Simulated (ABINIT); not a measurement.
# Quasiparticle gap of SiO2 (P6_222) in ABINIT, part 3 of 3

Wanted: ground state, empty states, screening and self-energy for SiO2 (P6_222).

ABINIT 10.8.3; LDA and many-body steps on it, plane waves. Known limits of the many-body steps: not at the basis limit; coarse k mesh.

So far. Step 3 (Bands along the symmetry lines): The gap is 5.373 eV, as in the run before at this level. Step 4 (Empty states on the mesh, 3×3×2 mesh, 205 bands): On this mesh the gap is 5.373 eV.

The database entry behind the starting cell is an old determination (1926), so it need not match the best structure at ambient conditions.

### Step 5. Screening, 3×3×2 mesh, 187 bands, screening to 106.1 eV

The RPA dielectric matrix is built and inverted for each q.

This step: RPA screening on LDA, plane waves, norm-conserving pseudopotentials.

Input file run.abi:

```
acell 3*1.0 Angstrom
rprim 
  5.013000000017 -0.000000000004 0.000000000000
  -2.506500000005 4.341385349188 0.000000000000
  0.000000000000 0.000000000000 5.470000000000
ntypat 2
znucl 14 8
natom 9
typat 1 1 1 2 2 2 2 2 2
xred 
  0.500000000000 0.500000000000 0.333333333333
  0.000000000000 0.500000000000 0.666666666667
  0.500000000000 0.000000000000 -0.000000000000
  0.197000000000 0.803000000000 0.833333333333
  0.394000000000 0.197000000000 0.166666666667
  0.197000000000 0.394000000000 0.500000000000
  0.803000000000 0.197000000000 0.833333333333
  0.606000000000 0.803000000000 0.166666666667
  0.803000000000 0.606000000000 0.500000000000
pp_dirpath "pseudos"
pseudos "Si.upf, O.upf"
ecut 36
ngkpt 3 3 2
nshiftk 1
shiftk 0 0 0
kptopt 1
chksymbreak 0
istwfk *1
occopt 1
irdwfk 1
optdriver 3
nband 187
ecuteps 3.9
inclvkb 2
awtr 1
symchi 1
indata_prefix "in"
outdata_prefix "out"
tmpdata_prefix "tmp"
```

Launch:

```console
$ OMP_NUM_THREADS=1 mpirun -n 4 abinit run.abi > log
```

Numbers of over 12 decimals in the logs are rounded to 6 here.

Log:

```text
.Version 10.8.3 of ABINIT. v10.8.2 released Aug 2026.

 Symmetries : space group P6_2 2 2 (#180); Bravais hP (primitive hexag.)
[... echo of the input left out ...]
== DATASET  1 ==================================================================
-   mpi_nproc: 4, omp_nthreads: 1 (-1 if OMP is not activated)

--- !DatasetInfo
iteration_state: {dtset: 1, }
dimensions: {natom: 9, nkpt: 6, mband: 187, nsppol: 1, nspinor: 1, nspden: 1, mpw: 8320, }
cutoff_energies: {ecut:  36.0, pawecutdg:  -1.0, }
electrons: {nelect:   4.80000000E+01, charge:   0.00000000E+00, occopt:   1.00000000E+00, tsmear:   1.00000000E-02, }

 SCREENING: Calculation of the susceptibility and dielectric matrices

 Based on a program developped by R.W. Godby, V. Olevano, G. Onida, and L. Reining.
 Incorporated in ABINIT by V. Olevano, G.-M. Rignanese, and M. Torrent.
.Using double precision arithmetic ; gwpc =  8

[... cell and pseudopotentials left out ...]
--------------------------------------------------------------------------------

 ==== K-mesh for the wavefunctions ====
 Number of points in the irreducible wedge :     6
[... list of points left out ...]
 Together with 12 symmetry operations and time-reversal symmetry
 yields    18 points in the full Brillouin Zone.

 ==== Q-mesh for the screening function ====
 Number of points in the irreducible wedge :     6
[... list of points left out ...]
 Together with 12 symmetry operations and time-reversal symmetry
 yields    18 points in the full Brillouin Zone.

 setmesh: FFT mesh size selected  =    36x   36x   45
          total number of points  =        58320

 vcoul_init : cutoff-mode = AUXILIARY_FUNCTION
 q-points for optical limit:   1
     1)      0.000010    0.000020    0.000030

- screening: taking advantage of time-reversal symmetry
- Maximum band index for partially occupied states nbvw = 24
- Remaining bands to be divided among processors   nbcw = 163
- Number of bands treated by each node ~40

 Number of electrons calculated from density =   48.0000; Expected =   48.0000
 average of density, n =  0.059749
 r_s =    1.5868
 omega_plasma =   23.5788 [eV]

 calculating chi0 at frequencies [eV] :
  1    0.000000E+00    0.000000E+00
  2    0.000000E+00    2.357877E+01

--------------------------------------------------------------------------------
  q-point number  1        q = ( 0.000000, 0.000000, 0.000000) [r.l.u.]
--------------------------------------------------------------------------------
[... chi0 elements left out ...]
 For q-point:  0.000010 0.000020 0.000030
  dielectric constant =   2.3668
  dielectric constant without local fields =   2.5709

  Average fulfillment of the sum rule on Im[epsilon] for q-point    1 :     64.94  [%]
[... wings left out ...]
  q-point number  2        q = ( 0.333333, 0.000000, 0.000000) [r.l.u.]
--------------------------------------------------------------------------------
[... chi0 elements left out ...]
  Average fulfillment of the sum rule on Im[epsilon] for q-point    2 :     70.78  [%]

 [... 4 further q-points ...]
```

The job ended after 2 min (4 MPI ranks of Arm Neoverse V1, shared host; peak memory 2.1 GiB).

This step gave:

| Quantity | Value |
| --- | --- |
| ε∞ with local fields, on this mesh, along the program's q direction | 2.367 |
| the same without local fields | 2.571 |
| plasma frequency | 23.58 eV |
| plane waves in the screening matrix | 303 |

Local fields lower ε∞ by 8 %. On a Γ-centred mesh this coarse the value itself is usually too large, while a short band sum pulls it down.

### Step 6. Self-energy, 3×3×2 mesh, 187 bands, screening to 106.1 eV

The self-energy is evaluated for the states that the input lists, and the levels follow from it, in one-shot runs by the linearised quasiparticle equation.

This step: G0W0 on LDA, plane waves, norm-conserving pseudopotentials.

run.abi, as its differences from that of step 5:

```diff
@@ -30,8 +30,17 @@
 irdwfk 1
-optdriver 3
+optdriver 4
 nband 187
+gwcalctyp 0
+ecutsigx 36
+symsigma 1
+nkptgw 2
+kptgw 
+  0.0000000000 0.0000000000 0.5000000000
+  0.0000000000 0.0000000000 0.0000000000
+bdgw 
+  23 26
+  22 27
 ecuteps 3.9
-inclvkb 2
-awtr 1
-symchi 1
+irdscr 1
+ppmodel 1
 indata_prefix "in"
```

Log:

```text
.Version 10.8.3 of ABINIT. v10.8.2 released Aug 2026.

 Symmetries : space group P6_2 2 2 (#180); Bravais hP (primitive hexag.)
[... echo of the input left out ...]
== DATASET  1 ==================================================================
-   mpi_nproc: 4, omp_nthreads: 1 (-1 if OMP is not activated)

--- !DatasetInfo
iteration_state: {dtset: 1, }
dimensions: {natom: 9, nkpt: 6, mband: 187, nsppol: 1, nspinor: 1, nspden: 1, mpw: 8320, }
cutoff_energies: {ecut:  36.0, pawecutdg:  -1.0, }
electrons: {nelect:   4.80000000E+01, charge:   0.00000000E+00, occopt:   1.00000000E+00, tsmear:   1.00000000E-02, }

 SIGMA: Calculation of the GW corrections

 Based on a program developped by R.W. Godby, V. Olevano, G. Onida, and L. Reining.
 Incorporated in ABINIT by V. Olevano, G.-M. Rignanese, and M. Torrent.
.Using double precision arithmetic ; gwpc =  8

[... cell and pseudopotentials left out ...]
--------------------------------------------------------------------------------

 ==== K-mesh for the wavefunctions ====
 Number of points in the irreducible wedge :     6
[... list of points left out ...]
 Together with 12 symmetry operations and time-reversal symmetry
 yields    18 points in the full Brillouin Zone.

 ==== Q-mesh for screening function ====
 Number of points in the irreducible wedge :     6
[... list of points left out ...]
 Together with 12 symmetry operations and time-reversal symmetry
 yields    18 points in the full Brillouin Zone.

 vcoul_init : cutoff-mode = AUXILIARY_FUNCTION
 q-points for optical limit:   1
     1)      0.000010    0.000020    0.000030
 setmesh: FFT mesh size selected  =    45x   45x   60
          total number of points  =       121500

 Number of electrons calculated from density =   48.0000; Expected =   48.0000
 average of density, n =  0.059749
 r_s =    1.5868
 omega_plasma =   23.5788 [eV]

 === KS Band Gaps ===
  >>>> For spin  1
   Minimum direct gap =   5.4877 [eV], located at k-point      :   0.0000  0.0000  0.0000
   Fundamental gap    =   5.3731 [eV], Top of valence bands at :   0.0000  0.0000  0.5000
                                       Bottom of conduction at :   0.0000  0.0000  0.0000
 SIGMA fundamental parameters:
 PLASMON POLE MODEL  1
 number of plane-waves for SigmaX                 8277
 number of plane-waves for SigmaC and W            303
 number of plane-waves for wavefunctions          8277
 number of bands                                   187
 number of independent spin polarizations            1
 number of spinorial components                      1
 number of k-points in IBZ                           6
 number of q-points in IBZ                           6
 number of symmetry operations                      12
 number of k-points in BZ                           18
 number of q-points in BZ                           18
 number of frequencies for dSigma/dE                 9
 frequency step for dSigma/dE [eV]                0.25
 number of omega for Sigma on real axis              0
 max omega for Sigma on real axis  [eV]           0.00
 zcut for avoiding poles [eV]                     0.10

 EPSILON^-1 parameters (SCR file):
 dimension of the eps^-1 matrix on file            303
 dimension of the eps^-1 matrix used               303
 number of plane-waves for wavefunctions          8277
 number of bands                                   187
 number of q-points in IBZ                           6
 number of frequencies                               2
 number of real frequencies                          1
 number of imag frequencies                          1

 matrix elements of self-energy operator (all in [eV])

 Perturbative Calculation

--- !SelfEnergy_ee
iteration_state: {dtset: 1, }
kpoint     : [   0.000,    0.000,    0.500, ]
spin       : 1
KS_gap     :    7.208
QP_gap     :   10.347
Delta_QP_KS:    3.139
data: !SigmaeeData |
     Band     E0 <VxcDFT>   SigX SigC(E0)      Z dSigC/dE  Sig(E)    E-E0       E
       23  -0.181 -19.875 -25.701   4.098   0.813  -0.231 -21.279  -1.404  -1.585
       24  -0.181 -19.875 -25.701   4.098   0.813  -0.231 -21.279  -1.404  -1.585
       25   7.027 -12.012  -7.075  -2.925   0.862  -0.160 -10.277   1.734   8.762
       26   7.027 -12.012  -7.075  -2.925   0.862  -0.160 -10.277   1.734   8.762

--- !SelfEnergy_ee
iteration_state: {dtset: 1, }
kpoint     : [   0.000,    0.000,    0.000, ]
spin       : 1
KS_gap     :    5.488
QP_gap     :    8.355
Delta_QP_KS:    2.867
data: !SigmaeeData |
     Band     E0 <VxcDFT>   SigX SigC(E0)      Z dSigC/dE  Sig(E)    E-E0       E
       22  -0.677 -19.048 -24.867   3.999   0.814  -0.229 -20.529  -1.481  -2.158
       23  -0.677 -19.048 -24.867   3.999   0.814  -0.229 -20.529  -1.481  -2.158
       24  -0.296 -19.821 -25.621   4.077   0.813  -0.230 -21.221  -1.400  -1.696
       25   5.192 -10.597  -5.927  -2.986   0.871  -0.147  -9.130   1.467   6.659
       26   8.457 -11.660  -6.244  -3.202   0.859  -0.164  -9.758   1.902  10.359
       27   8.457 -11.660  -6.244  -3.202   0.859  -0.164  -9.758   1.902  10.359

== END DATASET(S) ==============================================================
================================================================================

 -outvars: echo values of variables after computation  --------
           etotal      0.0000000000E+00
            nband         187
             nkpt           6
          spgroup         180
 [... the other variables as echoed above ...]

 Calculation completed.
```

The job ended after 18 s (4 MPI ranks; peak memory 1.7 GiB).

Numbers from this step:

| Item | Value |
| --- | --- |
| G0W0 gap on the points computed | 8.244 eV |
| starting gap on the mesh | 5.373 eV |
| k of the valence top | 0, 0, 0.5 |
| k of the conduction bottom | 0, 0, 0 |
| Z at the valence top | 0.813 |
| Z at the conduction bottom | 0.871 |
| least direct G0W0 gap on the computed points | 8.355 eV |

The gap on the mesh goes from 5.37 eV to 8.24 eV, a correction of +2.87 eV.

Limits: finite bands, cutoff and mesh; coarse k mesh. v1 is the top filled band, c1 the lowest empty one. The levels before and after the correction (eV, zero at the valence-band top of each column):

```csv
,conduction bottom,valence top
Kohn-Sham,5.37,0.00
G0W0,8.24,0.00
```

```csv
,level,energy (eV)
Kohn-Sham,(0 0 0.5) v2-v1,0.000
Kohn-Sham,(0 0 0.5) c1-c2,7.209
Kohn-Sham,Γ v3-v2,-0.496
Kohn-Sham,Γ v1,-0.115
Kohn-Sham,Γ c1,5.373
Kohn-Sham,Γ c2-c3,8.638
G0W0,(0 0 0.5) v2-v1,0.000
G0W0,(0 0 0.5) c1-c2,10.347
G0W0,Γ v3-v2,-0.573
G0W0,Γ v1,-0.111
G0W0,Γ c1,8.244
G0W0,Γ c2-c3,11.944
```

### Step 7. Where the time went

Times are wall times on 4 MPI ranks of Arm Neoverse V1, shared host, good to a factor of about two.

```csv
step,time,share,memory (GiB)
ground state,83 s,18 %,0.48
bands along the symmetry lines,64 s,14 %,0.49
empty states on the mesh,2.8 min,37 %,0.51
screening,2 min,27 %,2.1
self-energy,18 s,4 %,1.7
```

### Step 8. What came out

| Property | Result |
| --- | --- |
| LDA gap | 5.37 eV, indirect |
| G0W0 gap on the mesh | 8.24 eV |
| GW settings | 3×3×2 mesh, 187 bands, screening to 106.1 eV, Godby-Needs plasmon pole |
| known limits | not at the basis limit; coarse k mesh |

In words: G0W0 moves the gap on the mesh from 5.37 eV to 8.24 eV (+2.87 eV), with Z of 0.81 and 0.87 at the edges. Local fields lower the RPA ε∞ on this mesh from 2.57 to 2.37; a Γ-centred mesh this coarse tends to raise both, most where the direct gap is narrow, while a short band sum lowers them. Only 2 of the mesh's irreducible points were corrected, so a valley elsewhere could overtake. Bands and cutoff are finite, so the gap is not at the basis limit. The miss can reach some tenths of an eV and take either sign; the mesh is an error of its own. In the G0W0 run levels were corrected at 2 k points alone, so a gap called «on the mesh» is the least over those, and an edge elsewhere would be missed. The 3×3×2 mesh is coarse for this cell, which bears on the long-range parts of exchange and screening.

[Paths, hosts, dates, memory and timing lines, banners, echoed tables and standing remarks are left out of the program output.]

[Logs are printed without paths, hosts, clocks, repeated set-up lines and the standing remarks that a program may print on its own settings, such as how far it seeks lower states.]

[Runs of the session that timed out or met a known fault of the program may be left out.]

[Hosts, paths, dates, database ids (printed as entryN), source tags and the programs' standing remarks are cut or masked in the printed files.]

[G0W0 gaps are taken among the corrected bands and points alone; a level outside them can change the order at an edge.]

[Where Ansatz stands beside ABINIT at settings called matched, ABINIT's density can come from a denser mesh and the files from another edition; pairs whose starting gaps differed by over 0.03 eV were left out, so agreement reads better than it is.]
